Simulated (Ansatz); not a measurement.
# Site preference of a vacancy of Zn in amorphous Hg20Zn15S35 (70 atoms), part 4 of 4

Aim: make a vacancy of Zn at several sites of amorphous Hg20Zn15S35 (70 atoms), relax each, and compare their energies.

Ansatz 0.2.0; Kohn-Sham DFT, PBE, PAW (set soft_2), plane waves.

The cell: 20 Hg, 15 Zn and 35 S. The quench rate of 500 K/ps far exceeds what a furnace or splat quench reaches. The network of bonds at the start is that of the classical potential that made the cell. The Brillouin zone is sampled at Γ only, in a cell whose shortest periodic width is 12 Å. Spin–orbit coupling is left out.

So far. Step 9 (Vacancy of Zn, site Zn33): The relaxation converged after 14 steps, 1.81 eV below its start, with a largest force component of 0.023 eV/Å.

## Step 10: Vacancy of Zn, site Zn34

The site has 4 bonded neighbours (S4) at 2.36 Å on average. 

Contents of input.yaml:

```yaml
crystal:
  lattice:
    - [11.8242, 0.0, 0.0]
    - [0.0, 11.8242, 0.0]
    - [0.0, 0.0, 11.8242]
  atoms:
    [... atom lines 1 to 30 left out ...]
    - { symbol: Zn, position: [0.82636, 0.33696, 0.85583] }
    - { symbol: Zn, position: [0.75653, 0.94057, 0.10507] }
    - { symbol: Zn, position: [0.97759, 0.53504, 0.04683] }
    - { symbol: Zn, position: [0.42523, 0.05263, 0.51345] }
    - { symbol: S, position: [0.0774, 0.22831, 0.74621] }
    - { symbol: S, position: [0.73599, 0.86366, 0.28247] }
    - { symbol: S, position: [0.58788, 0.67081, 0.53391] }
    [... atom lines 38 to 69 left out ...]
kpoints:
  mp_grid: { grid: [1, 1, 1] }
hamiltonian:
  xc: pbe
scf:
  occupations: { method: fermi_dirac, width: 0.05 }
output:
  forces: true
  eigenvalues: true
relax:
  f_tol: 0.05
  max_steps: 90
```

Run with:

```bash
$ ansatz run input.yaml --threads 4 --pin off --max-ram 8192MiB --backend cpu --events-out ev --progress --plain --runs-dir out
```

Numbers of over 12 decimals in the logs are rounded to 6 here.

What it wrote:

```text
[...]
Crystal: 69 atoms, lattice volume = 1653.162 Å³
Basis set: ecut = 420 eV, 32423 PW (Γ), exchange–correlation on 160×160×160 points (8 copies of the dense FFT grid, shifted against one another)
Bands: 467, of which v1, the nominal top of the filled ones, is band 389 counted from 1 (388 counted from 0)
Symmetry: 1 space group operations
[...]
k-points: 1
[...]
SCF iter   1: F=—  HF=-354321.808062 eV  |F-HF|=—  |Δ(HF+E_count)|=         —  Δρ=6.99e-3  dr2=2.77e0  ethr=1.77e-3  ⟨swp⟩=6.0  Hψ=1886  notcnv=0  defer=15
[...]
SCF iter   8: F=—  HF=-354321.599976 eV  |F-HF|=—  |Δ(HF+E_count)|=   8.38e-5  Δρ=5.64e-5  dr2=1.29e-4  ethr=7.42e-8  ⟨swp⟩=2.0  Hψ=680  notcnv=0  defer=65
SCF iter   9: F=-354321.599925 eV  HF=-354321.599961 eV  |F-HF|=3.56e-5  |Δ(HF+E_count)|=   1.50e-5  Δρ=2.95e-5  dr2=3.98e-5  ethr=8.03e-9  ⟨swp⟩=9.0  Hψ=1971  notcnv=0
SCF 1 converged in 9 iterations: F = -354321.599925 eV  dr2 = 3.98e-5
[...]
relax step   1: F+E_penalty+E_count = -354321.59992535 eV  Δ(F+E_penalty+E_count) = +0.000e0 eV  max|allowed force component| = 6.217e-1 eV/Å  Δτ_max = 0.0000 Å  (9 SCF iters, dr2 threshold 6.25e-5 eV, accepted)
[...]
relax step   2: F+E_penalty+E_count = -354321.99171640 eV  Δ(F+E_penalty+E_count) = -3.918e-1 eV  max|allowed force component| = 3.765e-1 eV/Å  Δτ_max = 0.1942 Å  (9 SCF iters, dr2 threshold 2.42e-5 eV, accepted)
[...]
relax step   3: F+E_penalty+E_count = -354322.16213131 eV  Δ(F+E_penalty+E_count) = -1.704e-1 eV  max|allowed force component| = 1.980e-1 eV/Å  Δτ_max = 0.1945 Å  (9 SCF iters, dr2 threshold 8.86e-6 eV, accepted)
relax step   4: F+E_penalty+E_count = -354322.31820778 eV  Δ(F+E_penalty+E_count) = -1.561e-1 eV  max|allowed force component| = 1.914e-1 eV/Å  Δτ_max = 0.2000 Å  (9 SCF iters, dr2 threshold 1.08e-5 eV, accepted)
relax step   5: F+E_penalty+E_count = -354322.40908230 eV  Δ(F+E_penalty+E_count) = -9.087e-2 eV  max|allowed force component| = 1.217e-1 eV/Å  Δτ_max = 0.1967 Å  (8 SCF iters, dr2 threshold 1.01e-5 eV, accepted)
relax step   6: F+E_penalty+E_count = -354322.49097625 eV  Δ(F+E_penalty+E_count) = -8.189e-2 eV  max|allowed force component| = 1.796e-1 eV/Å  Δτ_max = 0.1917 Å  (8 SCF iters, dr2 threshold 5.98e-6 eV, accepted)
relax step   7: F+E_penalty+E_count = -354322.58348935 eV  Δ(F+E_penalty+E_count) = -9.251e-2 eV  max|allowed force component| = 1.480e-1 eV/Å  Δτ_max = 0.1950 Å  (6 SCF iters, dr2 threshold 1.30e-5 eV, accepted)
relax step   8: F+E_penalty+E_count = -354322.65983717 eV  Δ(F+E_penalty+E_count) = -7.635e-2 eV  max|allowed force component| = 1.238e-1 eV/Å  Δτ_max = 0.1951 Å  (7 SCF iters, dr2 threshold 1.49e-5 eV, accepted)
relax step   9: F+E_penalty+E_count = -354322.70122215 eV  Δ(F+E_penalty+E_count) = -4.138e-2 eV  max|allowed force component| = 2.327e-1 eV/Å  Δτ_max = 0.1404 Å  (7 SCF iters, dr2 threshold 1.04e-5 eV, accepted)
relax step  10: F+E_penalty+E_count = -354322.75575074 eV  Δ(F+E_penalty+E_count) = -5.453e-2 eV  max|allowed force component| = 1.807e-1 eV/Å  Δτ_max = 0.1625 Å  (6 SCF iters, dr2 threshold 3.79e-5 eV, accepted)
relax step  11: F+E_penalty+E_count = -354322.83847122 eV  Δ(F+E_penalty+E_count) = -8.272e-2 eV  max|allowed force component| = 1.090e-1 eV/Å  Δτ_max = 0.1945 Å  (7 SCF iters, dr2 threshold 1.97e-5 eV, accepted)
relax step  12: F+E_penalty+E_count = -354322.95346237 eV  Δ(F+E_penalty+E_count) = -1.150e-1 eV  max|allowed force component| = 1.754e-1 eV/Å  Δτ_max = 0.1942 Å  (8 SCF iters, dr2 threshold 4.33e-6 eV, accepted)
relax step  13: F+E_penalty+E_count = -354323.09420877 eV  Δ(F+E_penalty+E_count) = -1.407e-1 eV  max|allowed force component| = 1.662e-1 eV/Å  Δτ_max = 0.1948 Å  (7 SCF iters, dr2 threshold 1.12e-5 eV, accepted)
relax step  14: F+E_penalty+E_count = -354323.22079798 eV  Δ(F+E_penalty+E_count) = -1.266e-1 eV  max|allowed force component| = 3.611e-1 eV/Å  Δτ_max = 0.1906 Å  (7 SCF iters, dr2 threshold 2.48e-5 eV, accepted)
relax step  15: F+E_penalty+E_count = -354323.37502060 eV  Δ(F+E_penalty+E_count) = -1.542e-1 eV  max|allowed force component| = 2.814e-1 eV/Å  Δτ_max = 0.1941 Å  (6 SCF iters, dr2 threshold 1.00e-4 eV, accepted)
relax step  16: F+E_penalty+E_count = -354323.49653229 eV  Δ(F+E_penalty+E_count) = -1.215e-1 eV  max|allowed force component| = 2.536e-1 eV/Å  Δτ_max = 0.1949 Å  (6 SCF iters, dr2 threshold 4.81e-5 eV, accepted)
relax step  17: F+E_penalty+E_count = -354323.59188781 eV  Δ(F+E_penalty+E_count) = -9.536e-2 eV  max|allowed force component| = 2.002e-1 eV/Å  Δτ_max = 0.1951 Å  (6 SCF iters, dr2 threshold 3.90e-5 eV, accepted)
relax step  18: F+E_penalty+E_count = -354323.68917143 eV  Δ(F+E_penalty+E_count) = -9.728e-2 eV  max|allowed force component| = 1.124e-1 eV/Å  Δτ_max = 0.1951 Å  (6 SCF iters, dr2 threshold 2.50e-5 eV, accepted)
relax step  19: F+E_penalty+E_count = -354323.78495889 eV  Δ(F+E_penalty+E_count) = -9.579e-2 eV  max|allowed force component| = 9.485e-2 eV/Å  Δτ_max = 0.1950 Å  (7 SCF iters, dr2 threshold 3.97e-6 eV, accepted)
relax step  20: F+E_penalty+E_count = -354323.86399243 eV  Δ(F+E_penalty+E_count) = -7.903e-2 eV  max|allowed force component| = 1.167e-1 eV/Å  Δτ_max = 0.1957 Å  (8 SCF iters, dr2 threshold 2.83e-6 eV, accepted)
relax step  21: F+E_penalty+E_count = -354323.91417740 eV  Δ(F+E_penalty+E_count) = -5.018e-2 eV  max|allowed force component| = 1.424e-1 eV/Å  Δτ_max = 0.1956 Å  (7 SCF iters, dr2 threshold 9.70e-6 eV, accepted)
relax step  22: F+E_penalty+E_count = -354323.95057956 eV  Δ(F+E_penalty+E_count) = -3.640e-2 eV  max|allowed force component| = 1.397e-1 eV/Å  Δτ_max = 0.1960 Å  (6 SCF iters, dr2 threshold 2.03e-5 eV, accepted)
relax step  23: F+E_penalty+E_count = -354323.98696996 eV  Δ(F+E_penalty+E_count) = -3.639e-2 eV  max|allowed force component| = 1.994e-1 eV/Å  Δτ_max = 0.1165 Å  (6 SCF iters, dr2 threshold 1.88e-5 eV, accepted)
relax step  24: F+E_penalty+E_count = -354324.05310044 eV  Δ(F+E_penalty+E_count) = -6.613e-2 eV  max|allowed force component| = 2.767e-1 eV/Å  Δτ_max = 0.1930 Å  (6 SCF iters, dr2 threshold 3.83e-5 eV, accepted)
relax step  25: F+E_penalty+E_count = -354324.12465392 eV  Δ(F+E_penalty+E_count) = -7.155e-2 eV  max|allowed force component| = 1.316e-1 eV/Å  Δτ_max = 0.1953 Å  (6 SCF iters, dr2 threshold 7.66e-5 eV, accepted)
relax step  26: F+E_penalty+E_count = -354324.18173989 eV  Δ(F+E_penalty+E_count) = -5.709e-2 eV  max|allowed force component| = 1.484e-1 eV/Å  Δτ_max = 0.1952 Å  (7 SCF iters, dr2 threshold 3.92e-6 eV, accepted)
relax step  27: F+E_penalty+E_count = -354324.22389487 eV  Δ(F+E_penalty+E_count) = -4.215e-2 eV  max|allowed force component| = 1.031e-1 eV/Å  Δτ_max = 0.2000 Å  (8 SCF iters, dr2 threshold 4.99e-6 eV, accepted)
relax step  28: F+E_penalty+E_count = -354324.24664778 eV  Δ(F+E_penalty+E_count) = -2.275e-2 eV  max|allowed force component| = 6.176e-2 eV/Å  Δτ_max = 0.0628 Å  (7 SCF iters, dr2 threshold 5.14e-6 eV, accepted)
[...]
relax step  29: F+E_penalty+E_count = -354324.25570894 eV  Δ(F+E_penalty+E_count) = -9.061e-3 eV  max|allowed force component| = 4.535e-2 eV/Å  Δτ_max = 0.0266 Å  (8 SCF iters, accepted)
SCF converged after 8 iterations
Free energy (F): -354324.255709 eV
[...]
Internal energy: -354324.255692 eV  (E = F + TS)
E sigma→0 (E₀):  -354324.255700 eV
Entropy (-TS):   -0.000017 eV (-0.000 meV/atom)
Fermi energy:    7.362081 eV
[...]
Σ components = -354324.255709   (vs F -354324.255709, Δ=0.00e0)
--- Forces (eV/Å), atoms counted from 1 ---
  atom   1  Hg     0.02746969    -0.01662695     0.00016153
  atom   2  Hg     0.01009792    -0.00584572    -0.01875448
  atom   3  Hg     0.00901603    -0.00246764    -0.00507984
  atom   4  Hg    -0.01949669    -0.00253591    -0.00659587
[...]
atom  69  S      0.00979258    -0.01127485     0.00121099
  max |Σ_I F_I| component: 1.47e-5 eV/Å
--- Band table (eV) ---
[...]
--- Relaxed structure (29 steps of the walk, 29 accepted, 0 SCFs on fresh bases) ---
  F+E_penalty+E_count = -354324.25570894 eV   max|allowed force component| = 4.535e-2 eV/Å
  atoms:
    - { symbol: Hg, position: [0.781840, 0.394006, 0.164785] }
    - { symbol: Hg, position: [0.058635, 0.705671, 0.310013] }
    - { symbol: Hg, position: [0.044324, 1.020061, 0.684950] }
    - { symbol: Hg, position: [1.010192, 0.205954, 0.317695] }
[...]
- { symbol: S, position: [0.589412, 0.070824, 0.628559] }
```

Run time: 12 min. Hardware: 4 threads of Arm Neoverse V1, shared host; peak memory 2.4 GiB.

The relaxation converged after 29 steps, 2.66 eV below its start, with a largest force component of 0.045 eV/Å.

## Step 11: The sites compared

All these cells hold the same atoms, so their energies can be compared with no chemical potential.

| site | neighbours | mean distance (Å) | atoms within 6 Å | energy over the best site (eV) | before relaxation (eV) | gain on relaxing (eV) |
| --- | --- | --- | --- | --- | --- | --- |
| Zn35 | S3 | 2.28 | 32 | 0.00 | 0.00 | 2.58 |
| Zn34 | S4 | 2.36 | 36 | 0.27 | 0.34 | 2.66 |
| Zn26 | S4 | 2.38 | 39 | 0.34 | 0.19 | 2.44 |
| Zn27 | S4 | 2.42 | 37 | 0.56 | 0.34 | 2.36 |
| Zn33 | S4 | 2.35 | 46 | 1.23 | 0.45 | 1.81 |
| Zn25 | S4 | 2.34 | 40 | 1.72 | 0.44 | 1.31 |

Neighbours are those of the relaxed host within 2.93 Å (S-Zn); other pairs aren't counted.

## Step 12: Findings

The cheapest site is Zn35 (3 neighbours, S3); the dearest, Zn25 (4 neighbours, S4), costs 1.7 eV more. By coordination the energies over the best site are 0.00 eV with 3 neighbours and 0.27 to 1.72 eV with 4 neighbours. At Zn35 (largest move 2.1 Å), Zn34 (largest move 1.9 Å), Zn26 (largest move 1.7 Å), Zn27 (largest move 1.6 Å), Zn33 (largest move 1.7 Å) and Zn25 (largest move 1.6 Å) other atoms changed place, so the end state is more than the plain defect. Relaxation gains 1.3 to 2.7 eV and leaves the best site the same; before relaxing the sites lay within 0.45 eV, so most of the preference arises as the atoms move.

Caveats: Defects are neutral and interact with their images. In a disordered cell the relaxation can also rearrange atoms far from the site. Only 6 of the 15 Zn sites were tried; unless symmetry makes the others alike to these, a cheaper one may exist. The pressure of 1.9 GPa says that the cell would expand at this level of theory.

The DFT runs together took 77 min of wall time.

[Logs are printed without paths, hosts, clocks, repeated set-up lines and the standing remarks that a program may print on its own settings, such as how far it seeks lower states.]

[Hosts, paths, dates, database ids (printed as entryN), source tags and the programs' standing remarks are cut or masked in the printed files.]
